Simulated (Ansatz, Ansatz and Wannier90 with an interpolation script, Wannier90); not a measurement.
# From a coarse GW mesh to bands everywhere: BiOCl (P4/nmm), part 2 of 2

G0W0 gives levels on a mesh alone; what do the bands of BiOCl (P4/nmm) look like between the points?

Ansatz 0.2.0; LDA, Wannier functions and G0W0, plane waves, PAW. Known limits of the many-body steps: not at the basis limit; no spin-orbit coupling; coarse k mesh.

So far. Step 4 (Wannier functions by Wannier90 (Bi:6p Cl:3p O:2p) on …): Near the gap the model misses directly solved bands by 0.6 meV r.m.s. and by 8 meV at most in the window tested. This tests the starting bands, not the corrections carried with them. Step 5 (G0W0 at every point of the mesh: 4×4×2 mesh, 462 empty …): The gap on the mesh goes from 2.57 eV to 3.68 eV, a correction of +1.11 eV, though a band edge has moved to another state.

## 6. Interpolating the corrections (continued)

Minima of the lowest conduction band, from levels solved directly at the displaced points, plus the interpolated correction; masses are left empty at degenerate points, on flat bands and where the interpolated correction rules the curvature; G0W0 masses are rough. Conduction valleys, by row:

```csv
point,k (reciprocal lattice),valleys in the zone,G0W0 level above the valence top (eV),LDA level above the valence top (eV),G0W0 principal masses (m_e),LDA principal masses (m_e)
Z,0.000 0.000 -0.500,1,3.588,2.488,0.274 0.274 0.531,0.297 0.297 0.698
-,0.300 0.300 -0.500,4,4.374,3.251,0.264 0.415 0.439,0.299 0.467 0.523
```

Second differences of levels solved directly at the displaced points, plus the interpolated correction, at the quasiparticle band edges; no spin-orbit coupling; left empty where the band is flat or the interpolated correction rules the curvature. Effective masses, by row:

```csv
carrier,point,Cartesian direction,band,LDA mass (m_e),G0W0 mass (m_e)
hole,-0.000 -0.365 -0.500,100,28,0.6,0.487
hole,-0.000 -0.365 -0.500,010,28,1.391,1.124
hole,-0.000 -0.365 -0.500,110,28,0.855,0.691
hole,-0.000 -0.365 -0.500,111,28,1.249,0.984
electron,Z,100,29,0.296,0.273
electron,Z,010,29,0.296,0.273
electron,Z,001,29,0.701,0.53
electron,Z,110,29,0.296,0.273
electron,Z,111,29,0.367,0.326
```

Wannier model on a dense mesh, Gaussian width 0.15 eV. Limits: finite bands, cutoff and mesh; no spin-orbit coupling; coarse k mesh. Density of states against energy, zero at the valence-band top of each set; read off at these points; values in states/eV/cell:

```csv
energy (eV),G0W0,LDA
-5.500,0,0
-5.250,0.00134,0.0167
-5.000,0.249,0.846
-4.750,2.83,3.69
-4.500,4.60,4.21
-4.250,3.31,2.73
-4.000,2.35,2.04
-3.750,2.68,2.30
-3.500,3.23,2.74
-3.250,4.98,4.48
-3.200,5.02,4.79
-3.000,3.82,4.12
-2.750,4.47,3.63
-2.500,4.51,4.51
-2.250,3.63,4.14
-2.000,4.19,3.67
-1.750,5.72,4.61
-1.500,7.35,6.25
-1.250,8.41,7.07
-1.000,10.5,10.8
-0.900,10.3,12.0
-0.750,8.32,10.5
-0.500,6.41,7.58
-0.250,3.64,5.08
0.000,0.839,0.993
0.250,0.0165,0.0200
0.500,0,0
0.750,0,0
1.000,0,0
1.250,0,0
1.500,0,0
1.750,0,0
2.000,0,0
2.250,0,0.00101
2.500,0,0.0250
2.750,0,0.127
3.000,0,0.238
3.250,8.8e-5,0.532
3.500,0.00783,1.08
3.750,0.0649,1.96
4.000,0.163,2.74
4.250,0.306,3.69
4.500,0.680,2.97
4.750,1.19,3.48
5.000,2.12,4.84
5.200,2.51,5.43
5.250,2.73,5.25
5.500,3.50,4.14
5.750,2.59,4.65
6.000,3.12,4.26
6.250,4.24,3.24
```

Corrections by starting level (eV, on the run's own energy scale, so only their differences matter):

```csv
start,correction
-4.87,−0.39
-4.36,−0.42
-3.30,−0.58
-3.00,−0.37
-2.15,−0.81
-1.75,−0.62
-1.31,−0.88
-0.95,−0.83
-0.82,−0.72
-0.62,−0.60
-0.32,−0.57
-0.01,−0.51
2.57,+0.60
3.45,+0.67
4.57,+0.73
5.25,+0.83
5.77,+0.88
6.72,+0.92
```

## 7. LDA+SOC bands, for comparison

The many-body steps leave out spin-orbit coupling, so its effect is taken from a two-component run, with twice the bands.

This step: DFT, LDA with spin-orbit coupling, plane waves, PAW.

Contents of input.yaml:

```yaml
crystal:
  lattice:
    - [3.88551, 0.0, 0.0]
    - [0.0, 3.88551, 0.0]
    - [0.0, 0.0, 7.3489]
  atoms:
    - { symbol: Bi, position: [0.5, 0.0, 0.32904] }
    - { symbol: Bi, position: [0.0, 0.5, 0.67096] }
    - { symbol: Cl, position: [0.0, 0.5, 0.1472] }
    - { symbol: Cl, position: [0.5, 0.0, 0.8528] }
    - { symbol: O, position: [0.0, 0.0, 0.5] }
    - { symbol: O, position: [0.5, 0.5, 0.5] }
kpoints:
  mp_grid: { grid: [4, 4, 2] }
  band_path:
    path:
      - [[0.0, 0.0, 0.0], [0.0, 0.5, 0.0], [0.5, 0.5, 0.0], [0.0, 0.0, 0.0], [0.0, 0.0, 0.5], [0.0, 0.5, 0.5], [0.5, 0.5, 0.5], [0.0, 0.0, 0.5]]
      - [[0.0, 0.5, 0.0], [0.0, 0.5, 0.5]]
      - [[0.5, 0.5, 0.0], [0.5, 0.5, 0.5]]
    npoints: 10
hamiltonian:
  xc: lda
scf:
  occupations: { method: fermi_dirac, width: 0.02 }
  n_extra_bands: 12
magnetization:
  noncollinear: true
  spin_orbit: true
output:
  eigenvalues: true
```

The run is started by

```
> ansatz run input.yaml --threads 8 --pin off --max-ram 18432MiB --backend cpu --events-out ev --progress --plain --runs-dir out
```

Run time: 23 s. Hardware: 8 threads of Arm Neoverse V1, shared host; peak memory 1.4 GiB; 3 min of CPU time.

Numbers from this step:

| Property | Result |
| --- | --- |
| filled bands | 56 |
| gap | 2.186 eV |
| valence top at | k = (0.000, 0.400, 0.500) |
| conduction bottom at | Z |
| least direct gap | 2.525 eV |

The gap stands −0.30 eV against LDA.

## 8. Outcome

- LDA gap: 2.49 eV
- G0W0 gap over the zone: 3.59 eV, indirect
- least direct G0W0 gap, in the model: 3.87 eV
- with the spin-orbit change: 3.28 eV
- GW settings: 4×4×2 mesh, 462 empty bands, screening to 150 eV
- known limits: not at the basis limit; no spin-orbit coupling; coarse k mesh

The Wannier model follows the LDA bands to under 1 meV r.m.s. near the gap. The G0W0 gap over the zone is 3.59 eV, indirect, from k = (0.000, -0.364, -0.500) to Z; on the mesh alone it is 3.68 eV, and a rigid shift of the LDA bands would give 3.60 eV. The valence width in the model goes from 5.01 eV to 4.91 eV. At the band edge the lightest electron mass is 0.30 m_e at the start and 0.27 m_e in G0W0; the G0W0 masses rest on corrections from the 4×4×2 mesh alone and are rough. With a spin-orbit change this large the edge states differ, so these masses aren't the crystal's. LDA+SOC gives a gap of 2.19 eV on the same path, a spin-orbit change of −0.30 eV that would bring the G0W0 gap to 3.28 eV. Against experiment, by G0W0@LDA with the spin-orbit change: the gap of 3.28 eV lies −0.08 eV from the measured 3.36 eV (optical, 2021); the gap of 3.28 eV lies −0.16 eV from the measured 3.44 eV (optical, 2022). An exciton line or allowed optical edge lies below the quasiparticle gap by the binding energy; a forbidden edge can push the onset above it. The calculation has static nuclei and no excitons; a measured gap holds zero-point and thermal motion, which mostly lowers it. Bands and cutoff are finite, so the gap is not at the basis limit. The miss can reach some tenths of an eV and take either sign; the mesh is an error of its own. Above the frozen window of the model the interpolated levels need not meet the computed ones, even at points of the mesh. The 4×4×2 mesh is coarse for this cell (its supercell is 15 Å along the shortest edge). The RPA ε∞ on it, from the LDA start, is 5.29 and 6.63; such meshes misread the long-range screening, most where the gap is narrow. Where an edge is built on 6p states of lead, bismuth or thallium, scalar-relativistic gaps usually stand too wide, by a few tenths to over one eV.

[Paths, hosts, dates, memory and timing lines, banners, echoed tables and standing remarks are left out of the program output.]

[Logs are printed without paths, hosts, clocks, repeated set-up lines and the standing remarks that a program may print on its own settings, such as how far it seeks lower states.]

[Runs of the session that timed out or met a known fault of the program may be left out.]

[Hosts, paths, dates, database ids (printed as entryN), source tags and the programs' standing remarks are cut or masked in the printed files.]
